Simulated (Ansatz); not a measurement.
# Al2O2 bilayer (AA') in a perpendicular field

Wanted: the out-of-plane response of the Al2O2 bilayer (AA'). A positive field points along +c.

Method: plane-wave DFT, PBE-D4, Ansatz PAW, in the first sound run; inputs show where later runs differ, in Ansatz 0.2.0.

Most raw output is cut from this account.

### 1. Set-up

The cell holds 8 atoms: 4 O and 4 Al. Cell: a = 2.964 Å, b = 2.964 Å, c = 53.042 Å, α = 90.0°, β = 90.0°, γ = 120.0°. Regions: layer 1: Al2O2, 4 atoms (2 O and 2 Al); layer 2: Al2O2, 4 atoms (2 O and 2 Al). Vacuum lies along c.

### 2. Relaxation

The starting cell is a guess, so the in-plane lattice and the atoms are relaxed first, with the slab cut off from its images along the normal.

input.yaml reads:

```yaml
crystal:
  lattice:
    - [2.964, 0.0, 0.0]
    - [-1.482, 2.5668992968, 0.0]
    - [0.0, 0.0, 53.0422852694]
  atoms:
    - { symbol: O, position: [0.3333333333, 0.6666666667, 0.3959105437] }
    - { symbol: Al, position: [0.0, 0.0, 0.4114749432] }
    - { symbol: Al, position: [0.0, 0.0, 0.4570989201] }
    - { symbol: O, position: [0.3333333333, 0.6666666667, 0.4726633196] }
    - { symbol: O, position: [0.0, 0.0, 0.5273366804] }
    - { symbol: Al, position: [0.3333333333, 0.6666666667, 0.5429010799] }
    - { symbol: Al, position: [0.3333333333, 0.6666666667, 0.5885250568] }
    - { symbol: O, position: [0.0, 0.0, 0.6040894563] }
  periodic: [true, true, false]
kpoints:
  mp_grid: { grid: [12, 12, 1] }
hamiltonian:
  xc: pbe
  dispersion: d4
scf:
  occupations: { method: fermi_dirac, width: 0.05 }
  convergence: { dr2_threshold: 1.0e-09 }
relax:
  f_tol: 0.004
  max_steps: 90
  cell: {}
output:
  write_potential: true
  write_density: true
  volumetric_format: npy
```

Started as:

```bash
$ ansatz run input.yaml --threads 4 --pin off --max-ram 6144MiB --backend cpu --events-out ev --progress --plain --runs-dir out
```

Elapsed: 30 s, on 4 threads of Intel Xeon Platinum 8488C (Sapphire Rapids), shared host; peak memory 0.86 GiB; 1.9 min of CPU time.

The steps of the relaxation:

```csv
step,energy less that of the first step (eV),largest force component (eV/Å),volume (Å³)
1,0.0000,3.7706,403.56
2,-0.8434,0.8108,418.45
3,-1.0345,0.2612,407.62
4,-1.0588,0.1029,401.64
5,-1.0599,0.0087,401.27
6,-1.0598,0.0032,401.41
7*,-1.0583,0.0034,401.41
8,-1.0585,0.0006,401.24
9*,-1.0583,0.0007,401.24
```

Relaxation steps marked * repeat the geometry before them on a plane-wave basis chosen anew for their cell, so energy and pressure can jump there.

The run keeps the 12 symmetry operations that it works with, so distortions that break them were not tested.

```csv
cell as run,before,after,change
a (Å),2.964,2.955,-0.3 %
b (Å),2.964,2.955,-0.3 %
```

The atoms that moved most (Å, along periodic axes as changes of fractional coordinates times the final cell, across vacuum about the mean position):

```csv
atom,dx,dy,dz,length
Al6,0.000,0.000,-0.353,0.353
Al3,0.000,0.000,0.353,0.353
O1,0.000,0.000,0.331,0.331
O8,0.000,0.000,-0.331,0.331
O4,0.000,0.000,0.180,0.180
O5,0.000,0.000,-0.180,0.180
Al7,0.000,0.000,-0.169,0.169
Al2,0.000,0.000,0.169,0.169
```

The lattice constant a goes from 2.964 to 2.955 Å.

### 3. Single point, field 0

A sawtooth potential applies the field, turning back in the middle of the vacuum. With the dipole correction the typed value is the field outside the slab. The induced dipole is small, so the SCF threshold is tight.

The cell differs from the one that the last finished run ended in (c 53.042 → 28.379 Å).

input.yaml reads:

```yaml
crystal:
  lattice:
    - [2.9554486587, 0.0, 0.0]
    - [-1.4777243293, 2.559493618, 0.0]
    - [0.0, 0.0, 28.3793036423]
  atoms:
    - { symbol: O, position: [0.3333333333, 0.6666666667, 0.3171325172] }
    - { symbol: Al, position: [0.0, 0.0, 0.3404960412] }
    - { symbol: Al, position: [0.0, 0.0, 0.4322414524] }
    - { symbol: O, position: [0.3333333333, 0.6666666667, 0.455255106] }
    - { symbol: O, position: [0.0, 0.0, 0.544744894] }
    - { symbol: Al, position: [0.3333333333, 0.6666666667, 0.5677585476] }
    - { symbol: Al, position: [0.3333333333, 0.6666666667, 0.6595039588] }
    - { symbol: O, position: [0.0, 0.0, 0.6828674828] }
kpoints:
  mp_grid: { grid: [18, 18, 1] }
  band_path:
    path: [[0, 0, 0], [0.5, 0, 0], [0.33333333, 0.33333333, 0], [0, 0, 0]]
    npoints: 16
hamiltonian:
  xc: pbe
  dispersion: d4
scf:
  occupations: { method: fermi_dirac, width: 0.02585 }
  convergence: { dr2_threshold: 1.0e-10 }
efield:
  axis: 3
  dipole_correction: true
  ramp_position: 0.97
  ramp_width: 0.06
  amplitude: 0
output:
  dos: { projected: true, e_range: [-6, 5] }
  bader: true
  write_potential: true
  write_density: true
  volumetric_format: npy
  elf: true
```

It took 32 s on 4 threads; peak memory 0.66 GiB.

This step gave:

```yaml
gap_on_the_k_mesh: 1.170 eV
dipole_along_the_normal: -2.04e-7 e·Å
gap_along_the_path: 1.170 eV
smallest_direct_gap_along_the_path: 1.435 eV
ionisation_energy_upper_face: 4.935 eV
electron_affinity_upper_face: 3.765 eV
gap_the_smaller_of_path_and_mesh: 1.170 eV
```

Running mean over a fixed 2.5 Å (it still follows the layers) of the planar mean; the ramp of the sawtooth is left out. Electron's electrostatic potential energy less the Fermi level against z:

```csv
z (Å),electron's electrostatic potential energy less the Fermi level (eV)
3.5,4.35
4.0,4.35
4.5,4.35
5.0,4.35
5.5,4.34
6.0,4.34
6.5,4.30
7.0,4.09
7.5,2.75
8.0,-0.461
8.5,-3.40
9.0,-5.60
9.5,-6.64
10.0,-6.02
10.5,-4.28
11.0,-3.66
11.5,-4.56
12.0,-6.29
12.5,-6.66
13.0,-5.47
13.5,-3.45
14.0,-1.86
14.5,-2.13
15.0,-3.93
15.5,-5.89
16.0,-6.73
16.5,-5.93
17.0,-4.18
17.5,-3.67
18.0,-4.67
18.5,-6.35
19.0,-6.52
19.5,-5.13
20.0,-2.79
20.5,0.390
21.0,3.28
21.5,4.18
22.0,4.32
22.5,4.34
23.0,4.35
23.5,4.35
24.0,4.35
24.5,4.35
25.0,4.35
```

The density of states has structure finer than the step of the table below, so its rows give means over 0.2 eV, whole bins alone (the curve runs from -6 to 2.57 eV). Peaks (eV: height): -5.86: 14.1, -5.70: 12.2, -5.45: 13.4, -5.39: 13.3, -5.28: 10.6, -4.81: 12.4, -1.40: 3.32.

The density of states by energy, zero at the Fermi level of the run, which the smearing sets inside the gap; means over each step:

```csv
energy (eV),density of states (states/eV a cell)
-5.8,12.1
-5.6,9.62
-5.4,10.1
-5.2,6.43
-5.0,4.65
-4.8,5.81
-4.6,0
-4.4,0
-4.2,0
-4.0,0
-3.8,0
-3.6,0
-3.4,0.00350
-3.2,0.233
-3.0,0.338
-2.8,0.443
-2.6,0.862
-2.4,1.45
-2.2,2.01
-2.0,2.52
-1.8,2.69
-1.6,2.88
-1.4,2.83
-1.2,1.62
-1.0,1.06
-0.8,0.748
-0.6,0.188
-0.4,0
-0.2,0
0.0,0
0.2,0
0.4,0
0.6,0.161
0.8,0.708
1.0,2.20
1.2,1.88
1.4,1.38
1.6,1.25
1.8,1.26
2.0,1.19
2.2,1.16
2.4,1.16
```

Projected DOS per atom over height of the atomic layer and energy from the Fermi level. Layers: O Al Al O O Al Al O from below.

Ten even steps from '0' (0.00 states/eV) to '9' (2.43 states/eV), each cell a mean:
```
00000000
00000000
00000000
01100110
00000000
00000000
00000000
00000000
00000000
01100110
02200220
11111111
10011001
00000000
00000000
00000000
00000000
00000000
20022002
50033005
90088009
91199119
```
Columns: height of the atomic layer (Å) from 9 to 19.4 (not evenly spaced); rows upwards: energy from the Fermi level (eV) from -5.96 to 2.5.

Electronic bands along the path, in eV, zero at the Fermi level of the run, which the smearing sets inside the gap:

```csv
point,band 15,band 16,band 17,band 18,band 19,band 20,band 21,band 22
Γ,-5.12,-5.12,-3.31,-2.63,1.03,1.58,3.44,3.74
halfway,-5.47,-5.17,-2.31,-2.10,3.10,3.33,4.05,4.31
M,-4.99,-4.81,-1.50,-1.40,0.58,0.81,3.88,4.09
halfway,-4.89,-4.76,-1.18,-1.10,0.93,1.02,4.58,4.69
K,-4.76,-4.76,-0.59,-0.59,0.85,0.91,3.81,3.81
halfway,-5.56,-5.06,-2.10,-1.98,3.65,3.80,4.21,4.25
Γ,-5.12,-5.12,-3.31,-2.63,1.03,1.58,3.44,3.74
```

ELF in the ca plane at fractional y = 0.667, with atoms of O and Al within 0.2 Å of it. It is the smooth field of the valence electrons, not physical close to the nuclei.

Ten even steps from '0' (0.00) to '9' (0.88), each cell a mean:
```
00000000000000000000122125887312210014777422
00000000000000000000122126897312210014777422
00000000000000000024677533564247763002576325
00000000000000000257999742221369997301232028
00000000000000001369967851001378589500000019
00000000000000001369956851001387489500000019
00000000000000000258999841121379898300231028
00000000000000000024688533554247874102566325
```
Columns run along c (16.0 Å, from fractional 0.05 to 0.61 of the cell), rows up along a (3.0 Å). Atoms in or near the plane, at fractional coordinates: O at (0.32, 0.33), O at (0.46, 0.33), Al at (0.57, 0.33).

Electrostatic potential energy in the ca plane at fractional y = 0.667, with atoms of O and Al within 0.2 Å of it. With pseudopotentials it is smooth inside the atoms' cores, unlike the true potential.

Ten even steps from '0' (-36 eV) to '9' (6 eV), each cell a mean:
```
99999999999999999999986567898655789999988889
99999999999999999999876567898655789999988889
99999999999999999999987678998767789999876678
99999999999999999999634788999874259999854446
99999999999999999998200589999960007998746755
99999999999999999998100489999960007998646755
99999999999999999999623789999874148999754546
99999999999999999999987778998777789999876568
```
Columns run along c (16.0 Å, from fractional 0.05 to 0.61 of the cell; values clipped at the 3rd and 97th percentile), rows up along a (3.0 Å). Atoms in or near the plane, at fractional coordinates: O at (0.32, 0.33), O at (0.46, 0.33), Al at (0.57, 0.33).

Valence density in the ca plane at fractional y = 0.667, with atoms of O and Al within 0.2 Å of it. It is the smooth field of the valence electrons, not physical close to the nuclei.

Ten steps, logarithmic in the rise over the least value, from '0' (0.0 e/Å³) to '9' (6.6 e/Å³), each cell a mean:
```
00000000000000000001222222222222221012444322
00000000000000000001122222222222221012444322
00000000000000000002344322222234432112344322
00000000000000000013677532112346764211232223
00000000000000000025899642111368986311121123
00000000000000000025899742111368996311111123
00000000000000000014687532112357874211222223
00000000000000000002344332222234542112343322
```
Columns run along c (16.0 Å, from fractional 0.05 to 0.61 of the cell), rows up along a (3.0 Å). Atoms in or near the plane, at fractional coordinates: O at (0.32, 0.33), O at (0.46, 0.33), Al at (0.57, 0.33).

The gap is 1.17 eV, with the valence edge 4.94 eV and the conduction edge 3.77 eV under the upper vacuum level.

### 4. Single point, field 0.1 V/Å

input.yaml: that of step 3 with these lines changed.

```diff
@@ -30,6 +30,4 @@
   ramp_width: 0.06
-  amplitude: 0
+  amplitude: 0.1
 output:
-  dos: { projected: true, e_range: [-6, 5] }
-  bader: true
   write_potential: true
@@ -37,2 +35 @@
   volumetric_format: npy
-  elf: true
```

The job ended after 6.9 s (4 threads; peak memory 0.62 GiB; 27 s of CPU time).

The dipole is 0.0396 e·Å, and the gap 1.053 eV.

### 5. Atoms held, field -0.1 V/Å

input.yaml: that of step 4 with these lines changed.

```diff
@@ -30,3 +30,3 @@
   ramp_width: 0.06
-  amplitude: 0.1
+  amplitude: -0.1
 output:
```

It took 6.8 s on 4 threads; peak memory 0.62 GiB; 26 s of CPU time.

The dipole is -0.0396 e·Å, and the gap 1.053 eV.

### 6. Single point, field 0.2 V/Å

input.yaml: that of step 5 with these lines changed.

```diff
@@ -30,3 +30,3 @@
   ramp_width: 0.06
-  amplitude: -0.1
+  amplitude: 0.2
 output:
```

Wall time 7.1 s (4 threads); peak memory 0.62 GiB; 27 s of CPU time.

The dipole is 0.0791 e·Å, and the gap 0.900 eV.

### 7. Single point, field -0.2 V/Å

input.yaml: that of step 6 with these lines changed.

```diff
@@ -30,3 +30,3 @@
   ramp_width: 0.06
-  amplitude: 0.2
+  amplitude: -0.2
 output:
```

It took 7.2 s on 4 threads; peak memory 0.63 GiB.

The dipole is -0.0791 e·Å, and the gap 0.900 eV.

### 8. Single point, field 0.35 V/Å

input.yaml: that of step 7 with these lines changed.

```diff
@@ -30,4 +30,6 @@
   ramp_width: 0.06
-  amplitude: -0.2
+  amplitude: 0.35
 output:
+  dos: { projected: true, e_range: [-6, 5] }
+  bader: true
   write_potential: true
@@ -35 +37,2 @@
   volumetric_format: npy
+  elf: true
```

It took 30 s on 4 threads; peak memory 0.63 GiB; 2 min of CPU time.

The dipole is 0.139 e·Å, and the gap 0.651 eV.

### 9. Response, atoms held

This step: plane-wave DFT, PBE-D4, Ansatz PAW; response to a field along the normal, atoms held (Ansatz 0.2.0).

The dipoles give the slope, and the difference of two potentials shows where the field is screened.

Numbers from this step:

| Quantity | Value |
| --- | --- |
| equivalent conductor thickness p/(ε₀AE) | 9.465 Å |
| distance between the outer atoms | 10.38 Å |

Dipole of the cell against applied field:

```csv
applied field (V/Å),dipole of the cell (e·Å)
-0.200,-0.0791
-0.100,-0.0396
0.000,-2.0e-7
0.100,0.0396
0.200,0.0791
0.350,0.139
```

Local field over the applied field, running mean. From the potentials at -0.1 and 0.1 V/Å; running mean over 2.5 Å. Table of local field over applied field by z:

```csv
z (Å),local field over applied field
4.5,1.000
5.0,0.999
5.5,0.996
6.0,0.988
6.5,0.963
7.0,0.898
7.5,0.774
8.0,0.622
8.5,0.466
9.0,0.339
9.5,0.231
10.0,0.165
10.5,0.151
11.0,0.162
11.5,0.150
12.0,0.171
12.5,0.241
13.0,0.329
13.5,0.394
14.0,0.427
14.5,0.423
15.0,0.381
15.5,0.309
16.0,0.221
16.5,0.162
17.0,0.152
17.5,0.162
18.0,0.149
18.5,0.175
19.0,0.255
19.5,0.368
20.0,0.502
20.5,0.660
21.0,0.809
21.5,0.919
22.0,0.971
22.5,0.991
23.0,0.997
23.5,0.999
24.0,1.000
```

The induced electron density oscillates, so the rows of the table below give means over windows of 0.5 Å about each position, cut where the curve ends. Its maxima inside the range that stand out by 2 % of the span (Å: e/Å³ per V/Å): 8.28: 0.00382, 9.16: 0.00150, 10.49: 0.00213, 12.27: 0.00141, 13.01: -4.9e-4, 14.78: 0.00308, 15.67: 0.00138, 16.85: 0.00209, 18.77: 0.00138, 19.51: -5.5e-4. Its minima: 8.87: 5.5e-4, 9.61: -0.00138, 11.53: -0.00209, 12.71: -0.00138, 13.60: -0.00308, 15.37: 4.9e-4, 16.11: -0.00141, 17.88: -0.00213, 19.22: -0.00150, 20.10: -0.00382.

Electrons, planar mean, per unit field. Table of induced electron density by z; means over each step:

z (Å), induced electron density (e/Å³ per V/Å) and a bar from the least value:
```
      4.5    0.00000 ################
      5.0    0.00000 ################
      5.5    0.00002 ################
      6.0    0.00005 ################
      6.5    0.00017 ################
      7.0    0.00052 ##################
      7.5    0.00144 ######################
      8.0    0.00305 ##############################
      8.5    0.00285 #############################
      9.0    0.00102 ####################
      9.5   -0.00051 #############
     10.0    0.00003 ################
     10.5    0.00181 ########################
     11.0   -0.00019 ###############
     11.5   -0.00179 #######
     12.0    0.00034 #################
     12.5    0.00008 ################
     13.0   -0.00098 ###########
     13.5   -0.00263 ###
     14.0   -0.00116 ##########
     14.5    0.00185 ########################
     15.0    0.00224 ##########################
     15.5    0.00092 ####################
     16.0   -0.00064 #############
     16.5    0.00031 #################
     17.0    0.00175 ########################
     17.5   -0.00046 #############
     18.0   -0.00174 #######
     18.5    0.00058 ##################
     19.0   -0.00011 ###############
     19.5   -0.00115 ##########
     20.0   -0.00333 
     20.5   -0.00264 ###
     21.0   -0.00114 ##########
     21.5   -0.00040 ##############
     22.0   -0.00013 ###############
     22.5   -0.00004 ###############
     23.0   -0.00001 ################
     23.5    0.00000 ################
     24.0    0.00000 ################
```

The smaller of the gaps on the path and on the k-mesh, counted as 0 under 0.03 eV. Table of gap by applied field:

```csv
applied field (V/Å),gap (eV)
-0.200,0.9
-0.100,1.05
0.000,1.17
0.100,1.05
0.200,0.900
0.350,0.651
```

By hand: between -0.1 and 0.1 V/Å the dipole changes by 0.07913 e·Å, a slope of 0.3957 e·Å²/V. A perfect conductor of thickness t has p = ε₀AEt, so t = 180.95 × 0.3957 / 7.564 = 9.46 Å (e/ε₀ = 180.95 V·Å, A in Å²).

The induced dipole is that of a conductor 9.46 Å thick.

### 10. Same geometry, cutoff 420 eV, functional LDA

This step: plane-wave DFT, LDA, Ansatz PAW (Ansatz 0.2.0).

The geometry is kept and the functional is LDA; other changes against the main runs: SCF threshold 1.0e-10 → 1.0e-09 eV, k-mesh 18×18×1 → 12×12×1 and no dispersion term, which doesn't act on the electrons.

input.yaml: that of step 8 with these lines changed.

```diff
@@ -15,12 +15,8 @@
 kpoints:
-  mp_grid: { grid: [18, 18, 1] }
-  band_path:
-    path: [[0, 0, 0], [0.5, 0, 0], [0.33333333, 0.33333333, 0], [0, 0, 0]]
-    npoints: 16
+  mp_grid: { grid: [12, 12, 1] }
 hamiltonian:
-  xc: pbe
-  dispersion: d4
+  xc: lda
 scf:
   occupations: { method: fermi_dirac, width: 0.02585 }
-  convergence: { dr2_threshold: 1.0e-10 }
+  convergence: { dr2_threshold: 1.0e-09 }
 efield:
@@ -30,6 +26,4 @@
   ramp_width: 0.06
-  amplitude: 0.35
+  amplitude: 0.1
 output:
-  dos: { projected: true, e_range: [-6, 5] }
-  bader: true
   write_potential: true
@@ -37,2 +31 @@
   volumetric_format: npy
-  elf: true
```

The job ended after 2.7 s (4 threads; peak memory 0.54 GiB).

Numbers from this step:

| Property | Result |
| --- | --- |
| dipole along the normal | 0.03972 e·Å |

The dipole is 0.0397 e·Å.

### 11. Same geometry, cutoff 420 eV, functional LDA (run 2)

The same run in the opposite field.

input.yaml: that of step 10 with these lines changed.

```diff
@@ -26,3 +26,3 @@
   ramp_width: 0.06
-  amplitude: 0.1
+  amplitude: -0.1
 output:
```

Run time: 2.7 s. Hardware: 4 threads; peak memory 0.54 GiB.

The dipole is -0.0397 e·Å.

### 12. Response at this level

This step: plane-wave DFT, LDA, Ansatz PAW; response to a field along the normal, atoms held (Ansatz 0.2.0).

The two signs of the field give the slope at this level.

This step gave:

| Property | Result |
| --- | --- |
| equivalent conductor thickness p/(ε₀AE) | 9.502 Å |

The induced dipole is that of a conductor 9.50 Å thick.

### 13. Same geometry, cutoff 420 eV, functional PBE

This step: plane-wave DFT, PBE, Ansatz PAW (Ansatz 0.2.0).

The geometry is kept and the functional is PBE; other changes against the main runs: SCF threshold 1.0e-10 → 1.0e-09 eV, k-mesh 18×18×1 → 12×12×1 and no dispersion term, which doesn't act on the electrons.

input.yaml: that of step 11 with these lines changed.

```diff
@@ -17,3 +17,3 @@
 hamiltonian:
-  xc: lda
+  xc: pbe
 scf:
@@ -26,3 +26,3 @@
   ramp_width: 0.06
-  amplitude: -0.1
+  amplitude: 0.1
 output:
```

The job ended after 2.7 s (4 threads; peak memory 0.55 GiB; 10 s of CPU time).

The dipole is 0.0396 e·Å.

### 14. Same geometry, cutoff 420 eV, functional PBE (run 2)

input.yaml: that of step 13 with these lines changed.

```diff
@@ -26,3 +26,3 @@
   ramp_width: 0.06
-  amplitude: 0.1
+  amplitude: -0.1
 output:
```

It took 2.7 s on 4 threads; peak memory 0.55 GiB; 10 s of CPU time.

The dipole is -0.0396 e·Å.

### 15. Response at this level

This step: plane-wave DFT, PBE, Ansatz PAW; response to a field along the normal, atoms held (Ansatz 0.2.0).

The induced dipole is that of a conductor 9.46 Å thick.

### 16. Same geometry, cutoff 500 eV, functional r2SCAN

This step: plane-wave DFT, r2SCAN, Ansatz PAW (Ansatz 0.2.0).

The geometry is kept and the functional is r2SCAN; other changes against the main runs: SCF threshold 1.0e-10 → 1.0e-09 eV, cutoff 420 → 500, k-mesh 18×18×1 → 12×12×1 and no dispersion term, which doesn't act on the electrons.

input.yaml: that of step 14 with these lines changed.

```diff
@@ -17,3 +17,3 @@
 hamiltonian:
-  xc: pbe
+  xc: r2scan
 scf:
@@ -26,3 +26,3 @@
   ramp_width: 0.06
-  amplitude: -0.1
+  amplitude: 0.1
 output:
```

Wall time 6.8 s (4 threads); peak memory 0.96 GiB; 26 s of CPU time.

The dipole is 0.0386 e·Å.

[end of part 1 of 2]

[Logs are printed without paths, hosts, clocks, repeated set-up lines and the standing remarks that a program may print on its own settings, such as how far it seeks lower states.]

[Hosts, paths, dates, database ids (printed as entryN), source tags and the programs' standing remarks are cut or masked in the printed files.]

[Maps of the electrostatic potential energy from Ansatz leave out the sawtooth potential of an applied field or a dipole correction, so their vacuum need not be flat; planar profiles and work functions include it.]

[The density of states shown here was stored with 400 of the rows of the run's finer table, so its peaks can read low, often by over a quarter, or be missed, and its means over a window can be off by a tenth or more.]
